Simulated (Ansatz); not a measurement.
# Gap against volume in random fluorite-type alloy of CaF2 and CdF2 (96 atoms)

The cell holds 96 atoms: 12 Ca, 64 F and 20 Cd. Cell: a = 10.622 Å, b = 10.623 Å, c = 10.622 Å, α = 90.0°, β = 90.0°, γ = 90.1°. It derives from CaF2 (fluorite-type) and CdF2, repeated 2×2×2. The starting structure: Fluorite-type CaF2, 2 x 2 x 2 conventional cells, 20 of 32 Ca sites given to Cd at random (x = 0.625), lattice by Vegard's rule (a = 5.417 Å); every coordinate displaced by a Gaussian of 0.09 Å.

Calculated with Ansatz 0.2.0: Kohn-Sham DFT, LDA, PAW (set soft_2), plane waves; cutoff 420 eV, Γ point, fixed occupations. The relaxed cell was scaled evenly and the atoms were relaxed at each volume. The gap is that between the highest filled and the lowest empty Kohn-Sham level on the run's k-points.

| volume (Å³/atom) | gap (eV) |
| --- | --- |
| 11.237 | 4.364 |
| 11.737 | 4.188 |
| 12.111 | ? |
| 12.486 | 3.939 |
| 12.860 | 3.818 |
| 13.235 | 3.701 |

Task: Fit a straight line in ln V to the rows given and interpolate to the withheld row.

Worked fit:

A volume deformation potential makes the spacing linear in u = ln(V/V0), with V0 = 12.486 Å³ the relaxed volume; v is the spacing.

| u = ln(V/V0) | v (eV) |
| --- | --- |
| -0.105360 | 4.3635 |
| -0.0618752 | 4.1881 |
| 0 | 3.9392 |
| 0.0295587 | 3.8184 |
| 0.0582686 | 3.7009 |

With n = 5: mean u = -0.0158817, mean v = 4.00202, Σ(u − ū)² = 0.017937, Σ(u − ū)(v − v̄) = -0.072573. Slope b = -0.072573 / 0.017937 = -4.0459; intercept a = v̄ − b ū = 3.9378.

At the withheld volume u = -0.03046, and v = a + b u.

Prediction at 12.111: 4.061 eV. The run gave 4.064 eV, so the fit is low by 0.0032 eV (0.079 % of the value).

The slope, -4.05 eV, says that the spacing narrows on expansion. Among the rows given, the largest miss of the fit is at 12.486, by 0.0014 eV (0.22 % of the range of the table).

Limits: The table spans 16 % in volume, wide for a linear law. Local or semilocal functionals tend to put gaps under measured ones. Only the Γ point is sampled. The mesh needn't hold the band edges.

[Hosts, paths, dates, database ids (printed as entryN), source tags and the programs' standing remarks are cut or masked in the printed files.]
